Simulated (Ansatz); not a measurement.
Rows from a G0W0 calculation on Rb2LiVO4 (Cmc2_1) (Ansatz 0.2.0; G0W0 on r2SCAN, plane waves, PAW; PAW set soft_1; 4×4×2 mesh, 150 empty bands, screening to 39 eV, PAW set soft_1 files), in eV. Spin-orbit coupling is left out.

| row | Σx | Σc | Vxc | Z |
| --- | --- | --- | --- | --- |
| A | -15.51 | -4.84 | -23.06 | 0.78 |
| B | -16.40 | -4.82 | -24.02 | 0.77 |
| C | -25.18 | 4.28 | -20.48 | 0.77 |
| D | -16.12 | -4.90 | -23.80 | 0.77 |
| E | -25.01 | 4.29 | -20.26 | 0.77 |
| F | -15.84 | -4.83 | -23.43 | 0.78 |

Question: Which rows are filled states and which are empty ones, and how can one tell?

Filled: C and E. Empty: A, B, D and F. The sign of Σc tells: for a filled state bare exchange, which holds its interaction with itself, lies below Vxc (Σx − Vxc is -4.7 eV or lower here) and screening gives part back as a positive Σc. For an empty state Σx lies above Vxc (+7.6 eV or more) and the Coulomb hole leaves Σc negative.

[Runs of the session that timed out or met a known fault of the program may be left out.]

[Cells called generated may have been cut or substituted from an entry of the Crystallography Open Database or the Materials Project.]

[Hosts, paths, dates, database ids (printed as entryN), source tags and the programs' standing remarks are cut or masked in the printed files.]
